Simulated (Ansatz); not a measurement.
# P on Pt(100): change of the work function

Aim: the work function of Pt(100) at several coverages of P (hollow site), and the dipole that each adsorbate carries.

Calculated with Ansatz 0.2.0; plane-wave DFT, PBE, Ansatz PAW.

## (1) The starting structure

The cell holds 4 atoms: 4 Pt. Its edges and angles: a = 2.772 Å, b = 2.772 Å, c = 23.880 Å, α = 90.0°, β = 90.0°, γ = 90.0°. Vacuum lies along c.

## (2) The clean slab

The bare slab comes first, as the zero from which every change is counted. The two lowest layers are held at bulk places and the upper ones relax. The dipole correction removes the false field that a one-sided slab makes across the periodic vacuum, so each face gets a flat vacuum level of its own.

The input, input.yaml:

```yaml
crystal:
  lattice:
    - [2.7718585823, 0.0, 0.0]
    - [0.0, 2.7718585823, 0.0]
    - [0.0, 0.0, 23.88]
  atoms:
    - { symbol: Pt, position: [0.5, 0.5, 0.3768844221] }
    - { symbol: Pt, position: [0.0, 0.0, 0.458961474] }
    - { symbol: Pt, position: [0.5, 0.5, 0.541038526] }
    - { symbol: Pt, position: [0.0, 0.0, 0.6231155779] }
kpoints:
  mp_grid: { grid: [12, 12, 1] }
hamiltonian:
  xc: pbe
scf:
  occupations: { method: fermi_dirac, width: 0.1 }
  convergence: { dr2_threshold: 1.0e-08 }
efield:
  axis: 3
  dipole_correction: true
  ramp_position: 0.97
  ramp_width: 0.06
relax:
  f_tol: 0.02
  max_steps: 60
  constraints: [{ sites: [0, 1] }]
output:
  write_potential: true
  write_density: true
  volumetric_format: npy
```

On the command line:

```
$ ansatz run input.yaml --threads 4 --pin off --max-ram 16384MiB --backend cpu --events-out ev --progress --plain --runs-dir out
```

Log:

```text
Engine: ansatz 0.2.0, aarch64-unknown-linux-gnu
Pseudopotentials: kind: paw
Pseudopotential: Pt, paw, valence charge 18, recommended cutoff 420 eV (normal), Pt.paw.azcp
Functional definition: PBE
  parameter kappa = 0.804
  parameter beta = 0.066725
  exchange = pbe_x(kappa = kappa, mu = beta*pi^2/3)
  correlation = pbe_c(beta = beta)
Crystal: 4 atoms, lattice volume = 183.475 Å³
Basis set: ecut = 420 eV, 3659 PW (Γ), exchange–correlation on 40×40×320 points (8 copies of the dense FFT grid, shifted against one another)
Bands: 44, of which v1, the nominal top of the filled ones, is band 36 counted from 1 (35 counted from 0)
Symmetry: 8 space group operations
k-points: 28 of 144
Non-local potential: Pt, projectors of the file, l = 0: 3, l = 1: 2, l = 2: 2, l = 3: 1
PAW form: soft (Blöchl's): semilocal exchange-correlation on the pseudo side does not see the compensation charge
PAW one-centre angular grid: Pt, 590 points (default); XC on 64 Gauss nodes
Initial density: superposition of atomic densities (neutral atoms: chi_scale 0, normalization atom), corrected by the library's trained network
Initial wavefunctions: pseudopotential atomic-orbital guess
Functional: x = pbe(κ = 0.804, μ = 0.219515), c = pbe(β = 0.066725)
SCF iter   1: F=—  HF=-50090.468609 eV  |F-HF|=—  |Δ(HF+E_count)|=         —  Δρ=8.04e-3  dr2=7.30e-1  ethr=1.77e-3  p=0.000 e·Å  D=1.04e-13 V/Å  ΔV_dip=-0.00 eV  dr2_dipole=4.98e-7  V_vac-E_F(+/−)=5.19/5.19 eV  ⟨swp⟩=8.3  Hψ=5558  notcnv=0  defer=9
efield: sawtooth ramp at fractional position 0.9700 (set: `efield.ramp_position`, or a place that a band, a saddle search or an elastic batch's reference lends), width 0.0600; the density the first Hamiltonian is built on has a dipole p = 0.000 e·Å; the dipole correction subtracts the counter field D = 1.04e-13 V/Å, which shifts the + side's vacuum level by -0.00 eV against the − side's; the planar-averaged density in the ramp window peaks in size at 3.8e-6 e/Å³
preconditioner: auto → LDOS  [metal: Δε(μ)=0.022 eV  Ē_g=7.459 eV  σ=0.100 eV  W_gap=0.05  n_scr=36 (ndim 8)  ℏωp=17.3 eV  f_vac=0.607  D(μ)=6.87/eV (n_scr^D=54)  β→1.0]
SCF iter   2: F=—  HF=-50090.449355 eV  |F-HF|=—  |Δ(HF+E_count)|=   1.93e-2  Δρ=5.49e-3  dr2=9.54e-2  ethr=1.01e-3  p=0.000 e·Å  D=3.52e-5 V/Å  ΔV_dip=-0.00 eV  dr2_dipole=5.42e-7  V_vac-E_F(+/−)=5.66/5.67 eV  ⟨swp⟩=2.4  Hψ=1628  notcnv=0  defer=30
SCF iter   3: F=—  HF=-50090.441055 eV  |F-HF|=—  |Δ(HF+E_count)|=   8.30e-3  Δρ=1.95e-3  dr2=6.90e-2  ethr=1.33e-4  p=0.000 e·Å  D=4.87e-6 V/Å  ΔV_dip=-0.00 eV  dr2_dipole=4.18e-8  V_vac-E_F(+/−)=5.55/5.55 eV  ⟨swp⟩=2.0  Hψ=1911  notcnv=0  defer=30
SCF iter   4: F=—  HF=-50090.437309 eV  |F-HF|=—  |Δ(HF+E_count)|=   3.75e-3  Δρ=6.62e-4  dr2=1.10e-3  ethr=9.59e-5  p=0.000 e·Å  D=7.89e-7 V/Å  ΔV_dip=-0.00 eV  dr2_dipole=9.83e-10  V_vac-E_F(+/−)=5.66/5.66 eV  ⟨swp⟩=1.8  Hψ=1304  notcnv=0  defer=30
SCF iter   5: F=—  HF=-50090.437574 eV  |F-HF|=—  |Δ(HF+E_count)|=   2.65e-4  Δρ=2.48e-4  dr2=1.11e-4  ethr=1.52e-6  p=0.000 e·Å  D=8.19e-7 V/Å  ΔV_dip=-0.00 eV  dr2_dipole=2.05e-10  V_vac-E_F(+/−)=5.65/5.65 eV  ⟨swp⟩=2.8  Hψ=2122  notcnv=0  defer=30
SCF iter   6: F=—  HF=-50090.437595 eV  |F-HF|=—  |Δ(HF+E_count)|=   2.06e-5  Δρ=5.85e-5  dr2=1.53e-5  ethr=1.55e-7  p=-0.000 e·Å  D=-4.67e-8 V/Å  ΔV_dip=0.00 eV  dr2_dipole=3.46e-11  V_vac-E_F(+/−)=5.64/5.64 eV  ⟨swp⟩=2.1  Hψ=1826  notcnv=0  defer=30
SCF iter   7: F=—  HF=-50090.437619 eV  |F-HF|=—  |Δ(HF+E_count)|=   2.43e-5  Δρ=2.04e-5  dr2=1.14e-6  ethr=2.12e-8  p=-0.000 e·Å  D=-2.67e-7 V/Å  ΔV_dip=0.00 eV  dr2_dipole=3.82e-11  V_vac-E_F(+/−)=5.64/5.64 eV  ⟨swp⟩=2.3  Hψ=1864  notcnv=0  defer=30
SCF iter   8: F=—  HF=-50090.437617 eV  |F-HF|=—  |Δ(HF+E_count)|=   1.89e-6  Δρ=8.32e-6  dr2=3.11e-7  ethr=1.58e-9  p=0.000 e·Å  D=8.03e-9 V/Å  ΔV_dip=-0.00 eV  dr2_dipole=2.56e-13  V_vac-E_F(+/−)=5.64/5.64 eV  ⟨swp⟩=3.0  Hψ=2287  notcnv=0  defer=28
SCF iter   9: F=—  HF=-50090.437617 eV  |F-HF|=—  |Δ(HF+E_count)|=   1.58e-8  Δρ=1.89e-6  dr2=2.08e-8  ethr=4.31e-10  p=-0.000 e·Å  D=-4.39e-8 V/Å  ΔV_dip=0.00 eV  dr2_dipole=1.32e-12  V_vac-E_F(+/−)=5.64/5.64 eV  ⟨swp⟩=2.0  Hψ=1753  notcnv=0  defer=28
SCF iter  10: F=-50090.437617 eV  HF=-50090.437617 eV  |F-HF|=2.75e-9  |Δ(HF+E_count)|=   8.80e-9  Δρ=3.52e-7  dr2=3.02e-10  ethr=1.39e-11  p=-0.000 e·Å  D=-1.79e-8 V/Å  ΔV_dip=0.00 eV  dr2_dipole=1.19e-13  V_vac-E_F(+/−)=5.64/5.64 eV  ⟨swp⟩=10.2  Hψ=8697  notcnv=0
SCF 1 converged in 10 iterations: F = -50090.437617 eV  dr2 = 3.02e-10
  greatest PAW one-centre occupation: 1.000 electrons in one spin orbital (limit 2), on the Pt atom at site 2 (counted from 0), in its partial waves of l = 0
relax step   1: F+E_penalty+E_count = -50090.43761743 eV  Δ(F+E_penalty+E_count) = +0.000e0 eV  max|allowed force component| = 2.113e-1 eV/Å  Δτ_max = 0.0000 Å  (10 SCF iters, accepted)
Initial density: handed on by an earlier stage of this run
Initial wavefunctions: those handed on with the density
iter 1 solved again at ethr=1.68e-4 eV; its pass at ethr=3.10e-3 eV (dr2=1.21e-1 eV) is discarded
SCF iter   1: F=—  HF=-50090.448861 eV  |F-HF|=—  |Δ(HF+E_count)|=         —  Δρ=7.20e-3  dr2=1.44e-1  ethr=1.68e-4  p=0.000 e·Å  D=1.16e-7 V/Å  ΔV_dip=-0.00 eV  dr2_dipole=2.86e-2  V_vac-E_F(+/−)=5.68/5.68 eV  ⟨swp⟩=2.0  Hψ=4900  notcnv=0  defer=32
efield: sawtooth ramp at fractional position 0.9700 (set: `efield.ramp_position`, or a place that a band, a saddle search or an elastic batch's reference lends), width 0.0600; the density the first Hamiltonian is built on has a dipole p = 0.000 e·Å; the dipole correction subtracts the counter field D = 1.16e-7 V/Å, which shifts the + side's vacuum level by -0.00 eV against the − side's; the planar-averaged density in the ramp window peaks in size at 7.2e-7 e/Å³
eigensolver tolerance schedule calibrated: the retry pair's looser diagonalisation under-reported the residual by θ = 0.16 (0.12/decade); ethr = c·dr2/N_el runs at the constant in force after the calibration composes with the one it found (an armed cap, an earlier calibration), c = 6.5e-2
preconditioner: auto → LDOS  [metal: Δε(μ)=0.007 eV  Ē_g=7.403 eV  σ=0.100 eV  W_gap=0.02  n_scr=36 (ndim 8)  ℏωp=17.3 eV  f_vac=0.602  D(μ)=7.40/eV (n_scr^D=64)  β→1.0]
SCF iter   2: F=—  HF=-50090.446790 eV  |F-HF|=—  |Δ(HF+E_count)|=   2.07e-3  Δρ=3.16e-3  dr2=5.27e-2  ethr=1.30e-4  p=0.004 e·Å  D=4.28e-3 V/Å  ΔV_dip=-0.10 eV  dr2_dipole=1.12e-2  V_vac-E_F(+/−)=5.57/5.67 eV  ⟨swp⟩=2.0  Hψ=2079  notcnv=0  defer=32
[...]
SCF iter   4: F=—  HF=-50090.445358 eV  |F-HF|=—  |Δ(HF+E_count)|=   1.13e-3  Δρ=1.63e-4  dr2=6.22e-5  ethr=9.24e-6  p=-0.000 e·Å  D=-5.09e-5 V/Å  ΔV_dip=0.00 eV  dr2_dipole=3.74e-6  V_vac-E_F(+/−)=5.65/5.65 eV  ⟨swp⟩=2.0  Hψ=1819  notcnv=0  defer=33
SCF iter   5: F=—  HF=-50090.445347 eV  |F-HF|=—  |Δ(HF+E_count)|=   1.14e-5  Δρ=5.80e-5  dr2=2.88e-5  ethr=8.64e-8  p=-0.000 e·Å  D=-5.54e-5 V/Å  ΔV_dip=0.00 eV  dr2_dipole=1.59e-7  V_vac-E_F(+/−)=5.65/5.65 eV  ⟨swp⟩=3.0  Hψ=2355  notcnv=0  defer=33
SCF iter   6: F=—  HF=-50090.445350 eV  |F-HF|=—  |Δ(HF+E_count)|=   3.11e-6  Δρ=2.93e-5  dr2=1.00e-5  ethr=4.00e-8  p=-0.000 e·Å  D=-9.50e-5 V/Å  ΔV_dip=0.00 eV  dr2_dipole=4.97e-10  V_vac-E_F(+/−)=5.65/5.65 eV  ⟨swp⟩=1.0  Hψ=1199  notcnv=0  defer=33
SCF iter   7: F=—  HF=-50090.445343 eV  |F-HF|=—  |Δ(HF+E_count)|=   6.53e-6  Δρ=1.44e-5  dr2=1.38e-6  ethr=1.39e-8  p=-0.000 e·Å  D=-1.18e-4 V/Å  ΔV_dip=0.00 eV  dr2_dipole=5.10e-9  V_vac-E_F(+/−)=5.65/5.65 eV  ⟨swp⟩=1.1  Hψ=1219  notcnv=0  defer=33
SCF iter   8: F=—  HF=-50090.445344 eV  |F-HF|=—  |Δ(HF+E_count)|=   6.77e-7  Δρ=5.00e-6  dr2=9.92e-8  ethr=1.91e-9  p=-0.000 e·Å  D=-1.35e-4 V/Å  ΔV_dip=0.00 eV  dr2_dipole=3.42e-10  V_vac-E_F(+/−)=5.65/5.65 eV  ⟨swp⟩=2.0  Hψ=1449  notcnv=0  defer=33
SCF iter   9: F=—  HF=-50090.445344 eV  |F-HF|=—  |Δ(HF+E_count)|=   1.17e-7  Δρ=1.59e-6  dr2=1.06e-8  ethr=1.38e-10  p=-0.000 e·Å  D=-1.32e-4 V/Å  ΔV_dip=0.00 eV  dr2_dipole=1.56e-10  V_vac-E_F(+/−)=5.65/5.65 eV  ⟨swp⟩=2.1  Hψ=1693  notcnv=0  defer=33
SCF iter  10: F=-50090.445344 eV  HF=-50090.445344 eV  |F-HF|=4.93e-9  |Δ(HF+E_count)|=   2.56e-8  Δρ=6.75e-7  dr2=2.59e-9  ethr=1.39e-11  p=-0.000 e·Å  D=-1.31e-4 V/Å  ΔV_dip=0.00 eV  dr2_dipole=4.34e-11  V_vac-E_F(+/−)=5.65/5.65 eV  ⟨swp⟩=9.1  Hψ=7976  notcnv=0
SCF 3 converged in 10 iterations: F = -50090.445344 eV  dr2 = 2.59e-9
relax step   3: F+E_penalty+E_count = -50090.44534417 eV  Δ(F+E_penalty+E_count) = -7.708e-3 eV  max|allowed force component| = 2.648e-2 eV/Å  Δτ_max = 0.0673 Å  (10 SCF iters, accepted)
SCF iter   1: F=—  HF=-50090.445437 eV  |F-HF|=—  |Δ(HF+E_count)|=         —  Δρ=3.18e-4  dr2=1.94e-4  ethr=7.05e-6  p=-0.000 e·Å  D=-1.31e-4 V/Å  ΔV_dip=0.00 eV  dr2_dipole=2.64e-5  V_vac-E_F(+/−)=5.66/5.65 eV  ⟨swp⟩=2.1  Hψ=2394  notcnv=0  defer=32
efield: sawtooth ramp at fractional position 0.9700 (set: `efield.ramp_position`, or a place that a band, a saddle search or an elastic batch's reference lends), width 0.0600; the density the first Hamiltonian is built on has a dipole p = -0.000 e·Å; the dipole correction subtracts the counter field D = -1.31e-4 V/Å, which shifts the + side's vacuum level by +0.00 eV against the − side's; the planar-averaged density in the ramp window peaks in size at 4.8e-7 e/Å³
preconditioner: auto → LDOS  [metal: Δε(μ)=0.022 eV  Ē_g=7.459 eV  σ=0.100 eV  W_gap=0.06  n_scr=36 (ndim 8)  ℏωp=17.3 eV  f_vac=0.605  D(μ)=7.26/eV (n_scr^D=64)  β→1.0]
SCF iter   2: F=—  HF=-50090.445425 eV  |F-HF|=—  |Δ(HF+E_count)|=   1.19e-5  Δρ=1.34e-4  dr2=8.54e-5  ethr=2.70e-7  p=0.000 e·Å  D=5.04e-5 V/Å  ΔV_dip=-0.00 eV  dr2_dipole=1.99e-5  V_vac-E_F(+/−)=5.65/5.65 eV  ⟨swp⟩=2.9  Hψ=2553  notcnv=0  defer=32
SCF iter   3: F=—  HF=-50090.445416 eV  |F-HF|=—  |Δ(HF+E_count)|=   9.02e-6  Δρ=4.28e-5  dr2=1.09e-5  ethr=1.19e-7  p=-0.000 e·Å  D=-1.63e-4 V/Å  ΔV_dip=0.00 eV  dr2_dipole=2.88e-7  V_vac-E_F(+/−)=5.66/5.65 eV  ⟨swp⟩=2.0  Hψ=1825  notcnv=0  defer=32
SCF iter   4: F=—  HF=-50090.445411 eV  |F-HF|=—  |Δ(HF+E_count)|=   5.54e-6  Δρ=1.49e-5  dr2=5.94e-7  ethr=1.51e-8  p=-0.000 e·Å  D=-1.36e-4 V/Å  ΔV_dip=0.00 eV  dr2_dipole=3.80e-9  V_vac-E_F(+/−)=5.66/5.65 eV  ⟨swp⟩=2.0  Hψ=1747  notcnv=0  defer=32
SCF iter   5: F=—  HF=-50090.445412 eV  |F-HF|=—  |Δ(HF+E_count)|=   1.84e-6  Δρ=5.87e-6  dr2=3.03e-7  ethr=8.25e-10  p=-0.000 e·Å  D=-1.31e-4 V/Å  ΔV_dip=0.00 eV  dr2_dipole=1.47e-9  V_vac-E_F(+/−)=5.66/5.65 eV  ⟨swp⟩=2.9  Hψ=2117  notcnv=0  defer=32
SCF iter   6: F=—  HF=-50090.445412 eV  |F-HF|=—  |Δ(HF+E_count)|=   4.17e-8  Δρ=3.53e-6  dr2=1.11e-7  ethr=4.20e-10  p=-0.000 e·Å  D=-1.33e-4 V/Å  ΔV_dip=0.00 eV  dr2_dipole=7.73e-10  V_vac-E_F(+/−)=5.66/5.65 eV  ⟨swp⟩=1.1  Hψ=1201  notcnv=0  defer=32
SCF iter   7: F=-50090.445413 eV  HF=-50090.445413 eV  |F-HF|=8.53e-9  |Δ(HF+E_count)|=   3.68e-8  Δρ=1.34e-6  dr2=8.34e-9  ethr=1.39e-11  p=-0.000 e·Å  D=-1.32e-4 V/Å  ΔV_dip=0.00 eV  dr2_dipole=3.90e-12  V_vac-E_F(+/−)=5.66/5.65 eV  ⟨swp⟩=9.0  Hψ=8757  notcnv=0
SCF 4 converged in 7 iterations: F = -50090.445413 eV  dr2 = 8.34e-9
relax step   4: F+E_penalty+E_count = -50090.44541254 eV  Δ(F+E_penalty+E_count) = -6.837e-5 eV  max|allowed force component| = 8.249e-4 eV/Å  Δτ_max = 0.0046 Å  (7 SCF iters, accepted)
NSCF: frozen V_eff on 28 k-points
the band table was solved once a step of the walk had ended and its energy, with any forces and stress, was formed, with the checks that follow a solve (6532 applications of the Hamiltonian). They found nothing against the state; the energy, forces and stress were not computed again (output.eigenvalues in the input reference)
WARN: The output density's exchange-correlation potential varies sharply where the density is thin. Do not read a vacuum level from v_tot or v_xc, or from such a field of the output density. On a cell that repeats whose density bears no net charge and no dipole along the vacuum's axis use v_es (v_loc + v_h of the components); under efield.dipole_correction with no amplitude use v_es + v_field, which holds any externa [...]
SCF converged after 7 iterations
Free energy (F): -50090.445413 eV
Harris-Foulkes:  -50090.445413 eV  (|F-HF|=8.53e-9)
Internal energy: -50090.216692 eV  (E = F + TS)
E sigma→0 (E₀):  -50090.331052 eV
Entropy (-TS):   -0.228721 eV (-57.180 meV/atom)
Fermi energy:    3.855133 eV
Dipole field:    D = -0.000129 V/Å  (p = -0.000131 e·Å, saw-weighted, corrected)
Work function:   Φ+ = 5.6553 eV   Φ− = 5.6522 eV
Levels:          The Fermi level and band energies are counted from a zero that moves with the ramp; work functions are not
--- Per-component energies (eV) ---
  E_band       = -1889.403345
  E_kinetic    = 2546.711662
  E_local      = -116444.306202  (includes V_loc(G=0)·N_el)
  E_nonlocal   = 801.046174
  E_hartree    = 56784.297527
  E_xc         = -1043.845394
  E_vxc        = -1206.741734  (∫ρ·V_xc dr)
  E_paw        = -37816.425362  (= ΣΔE_a)
  E_vpaw       = -1154.697666  (= ΣTr[D̂ρ^β])
  E_aug_tail   = 0.000804  (compensation charges beyond the density's cutoff)
  E_efield     = 0.000000  (sawtooth field / dipole correction)
  E_vefield    = 0.000241  (∫n·V_field dr)
  E_ewald      = 45082.304099
  E_smearing   = -0.228721  (= −TS)
  E_closure    = -0.000000  (closes the sum)
  Σ components = -50090.445413   (vs F -50090.445413, Δ=0.00e0)
--- Forces (eV/Å), atoms counted from 1 ---
  atom   1  Pt    -0.00000000     0.00000000    -0.09145915
  atom   2  Pt     0.00000000     0.00000000     0.09063185
  atom   3  Pt     0.00000000     0.00000000     0.00002566
  atom   4  Pt     0.00000000     0.00000000     0.00082491
  max |Σ_I F_I| component: 2.33e-5 eV/Å
--- Band table (eV; the first three rows and the last of 28) ---
  k-point 0: bands = [... 32 lower, 3.1245, 3.2159, 3.2159, 3.8341, 4.0018, 4.1157, 4.1157, 4.1269, ... 4 higher]
  k-point 1: bands = [... 32 lower, 2.7441, 2.7810, 3.4747, 3.5937, 3.6566, 3.8896, 4.1778, 4.7078, ... 4 higher]
  k-point 2: bands = [... 32 lower, 2.4631, 2.4811, 3.4027, 3.4128, 3.4257, 3.8354, 4.1687, 5.6199, ... 4 higher]
  k-point 27: bands = [... 32 lower, 4.3781, 4.3925, 4.9579, 4.9788, 7.2040, 7.2040, 9.9928, 9.9928, ... 4 higher]
--- Relaxed structure (4 steps of the walk, 4 accepted, 0 SCFs on fresh bases) ---
  F+E_penalty+E_count = -50090.44541254 eV   max|allowed force component| = 8.249e-4 eV/Å
  atoms:
    - { symbol: Pt, position: [0.5, 0.5, 0.3768844221] }
    - { symbol: Pt, position: [0.0, 0.0, 0.458961474] }
    - { symbol: Pt, position: [0.5, 0.5, 0.542925] }
    - { symbol: Pt, position: [0, 0.0, 0.625565] }
```

The job ended after 27 s (4 threads of Arm Neoverse V1, shared host; peak memory 0.54 GiB; 1.7 min of CPU time).

The steps of the relaxation:

| step | energy less that of the first step (eV) | largest force component (eV/Å) |
| --- | --- | --- |
| 1 | 0.0000 | 0.2113 |
| 2 | 0.0000 | 0.1645 |
| 3 | -0.0077 | 0.0265 |
| 4 | -0.0078 | 0.0008 |

The run keeps the 8 symmetry operations that the program found, so distortions that break them were not tested.

The atoms that moved most (Å):

| atom | dx | dy | dz | length |
| --- | --- | --- | --- | --- |
| Pt4 | 0.000 | 0.000 | 0.058 | 0.058 |
| Pt3 | 0.000 | 0.000 | 0.045 | 0.045 |

Final coordinates:

```cif
data_structure
_symmetry_space_group_name_H-M 'P 1'
_symmetry_Int_Tables_number 1
_cell_length_a 2.7719
_cell_length_b 2.7719
_cell_length_c 23.8800
_cell_angle_alpha 90.000
_cell_angle_beta 90.000
_cell_angle_gamma 90.000
_cell_volume 183.47
loop_
_atom_site_label
_atom_site_type_symbol
_atom_site_fract_x
_atom_site_fract_y
_atom_site_fract_z
_atom_site_occupancy
Pt1 Pt 0.50000 0.50000 0.37688 1
Pt2 Pt 0.00000 0.00000 0.45896 1
Pt3 Pt 0.50000 0.50000 0.54293 1
Pt4 Pt 0.00000 0.00000 0.62557 1
```

Read from the output:

| Item | Value |
| --- | --- |
| energy at zero smearing | -50090.3311 eV |
| work function, upper face | 5.655 eV |
| dipole along the normal | -1.31e-4 e·Å |

Running mean over 1.96 Å of the planar mean; the ramp of the sawtooth is left out. Table of electron's electrostatic potential energy less the Fermi level by z:

z (Å), electron's electrostatic potential energy less the Fermi level (eV) and a bar from the least value:
```
      3.0        5.7 ##############################
      3.5        5.7 ##############################
      4.0        5.7 ##############################
      4.5        5.7 ##############################
      5.0        5.6 ##############################
      5.5        5.6 ##############################
      6.0        5.6 ##############################
      6.5        5.5 ##############################
      7.0        5.0 #############################
      7.5        2.6 #########################
      8.0       -3.0 ###############
      8.5       -8.8 ######
      9.0      -11.3 #
      9.5      -11.8 #
     10.0      -12.0 
     10.5      -12.1 
     11.0      -12.1 
     11.5      -11.9 
     12.0      -11.7 #
     12.5      -11.9 
     13.0      -12.1 
     13.5      -12.0 
     14.0      -11.8 #
     14.5      -11.7 #
     15.0      -11.1 ##
     15.5       -8.2 #######
     16.0       -2.2 #################
     16.5        3.1 ##########################
     17.0        5.1 #############################
     17.5        5.5 ##############################
     18.0        5.6 ##############################
     18.5        5.6 ##############################
     19.0        5.7 ##############################
     19.5        5.7 ##############################
     20.0        5.7 ##############################
     20.5        5.7 ##############################
```

The relaxation took 4 steps and lowered the energy by 0.0078 eV; the largest force on the free atoms ends at 8.2e-4 eV/Å.

The work function of the upper face is 5.66 eV.

[end of part 1 of 4]

[Long decimals in the printed logs are rounded to 6 places.]

[Logs are printed without paths, hosts, clocks, repeated set-up lines and the standing remarks that a program may print on its own settings, such as how far it seeks lower states.]

[Hosts, paths, dates, database ids (printed as entryN), source tags and the programs' standing remarks are cut or masked in the printed files.]

[Maps of the electrostatic potential energy from Ansatz leave out the sawtooth potential of an applied field or a dipole correction, so their vacuum need not be flat; planar profiles and work functions include it.]
